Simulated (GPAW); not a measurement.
# Calculated records

```
! title: Quasiparticle gap of TiO2 (Anatase) in GPAW
! method: DFT, LDA, plane waves, PAW (and 1 further level or step)
! program: GPAW 26.7.0
! settings of one run: cutoff 600 eV, GPAW PAW setups 1.2.1 data release, 6×6×6 k-mesh, nbands 91
! cost: 4 runs, 5.6 min in all on 8 MPI ranks of Arm Neoverse V1, shared host (the runs of this entry)
! notes: The cell and positions come from the Crystallography Open Database and are kept as given unless a step says otherwise. Only 3 of the mesh’s irreducible points were corrected, so a valley elsewhere could overtake. Bands and cutoff are finite, so the gap is not at the basis limit. The miss can reach some tenths of an eV and take either sign; the mesh is an error of its own.
! LDA gap: 2.02 eV, indirect
! G0W0 gap on the mesh: 4.01 eV
! G0W0 gap over the zone (rigid shift): 3.96 eV
! GW settings: 6×6×6 mesh, 81 bands, screening to 65 eV, Godby-Needs plasmon pole
! known limits: not at the basis limit
CELL_PARAMETERS angstrom
-1.89210 1.89210 4.75730
1.89210 -1.89210 4.75730
1.89210 1.89210 -4.75730
ATOMIC_POSITIONS crystal
Ti 0.00000 0.00000 0.00000
Ti 0.75000 0.25000 0.50000
O 0.20810 0.20810 0.00000
O 0.95810 0.45810 0.50000
O 0.54190 0.04190 0.50000
O 0.79190 0.79190 0.00000
```

[Paths, hosts, dates, memory and timing lines, banners, echoed tables and standing remarks are left out of the program output.]

[Logs are printed without paths, hosts, clocks, repeated set-up lines and the standing remarks that a program may print on its own settings, such as how far it seeks lower states.]

[Runs of the session that timed out or met a known fault of the program may be left out.]

[Hosts, paths, dates, database ids (printed as entryN), source tags and the programs' standing remarks are cut or masked in the printed files.]
